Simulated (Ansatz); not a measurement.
# Memory against size: (5,5) carbon nanotube bundle (80 atoms) repeated, support functions

The cell holds 80 atoms: 80 C. Its edges and angles: a = 10.081 Å, b = 10.081 Å, c = 9.840 Å, α = 90.0°, β = 90.0°, γ = 120.0°. It derives from C (graphene). Graphene sheet (a = 2.46 Å) rolled into a (5,5) tube of diameter 6.78 Å, 4 periods, hexagonal bundle with 3.3 Å between walls; not relaxed, displaced by a Gaussian of 0.02 Å.

Calculated with Ansatz 0.2.0: Kohn-Sham DFT, PBE+D3(BJ), PAW (set soft_2), localised support functions (medium); the typed cell is repeated and solved at Γ on 1 × NVIDIA H100 80GB HBM3 with 5 threads of AMD EPYC 7R13 (Zen 3), shared host.

| atoms | memory planned on the GPU (GiB) | repeats | SCF cycles |
| --- | --- | --- | --- |
| 80 | 2.5 | 1×1×1 | 12 |
| 640 | 11.6 | 2×2×2 | 14 |
| 1440 | 25.1 | 3×3×2 | 20 |
| 3840 | ? | ? | ? |

**Question.** Fit a power law of the atom count to the rows given and extrapolate to the withheld row.

**Working.**

A power law y = A x^b is a line in u = ln x and v = ln y.

```
u = ln x  v = ln y
 4.38203  0.916291
 6.46147   2.45101
 7.27240   3.22287
```

With n = 3: mean u = 6.03863, mean v = 2.19672, Σ(u − ū)² = 4.4453, Σ(u − ū)(v − v̄) = 3.4947. Slope b = 3.4947 / 4.4453 = 0.78616; intercept a = v̄ − b ū = -2.5506.

At the withheld row u = 8.253, v = a + b u = 3.938, and y = exp(v).

Prediction at 3840: 51.30 GiB. The run gave 72.7 GiB, so the fit is low by 21 GiB (29 % of the value).

The fitted exponent is 0.79. Between neighbouring rows, the withheld one included, the exponents are 0.74, 0.95 and 1.1, so one power law doesn't hold over the range. Among the rows given, the largest relative miss of the fit is at 640, by 0.94 GiB (8.1 %).

Limits: One run a row. Whether the card's size bounds the plan at the largest cells wasn't tested.

[Logs are printed without paths, hosts, clocks, repeated set-up lines and the standing remarks that a program may print on its own settings, such as how far it seeks lower states.]

[Hosts, paths, dates, database ids (printed as entryN), source tags and the programs' standing remarks are cut or masked in the printed files.]
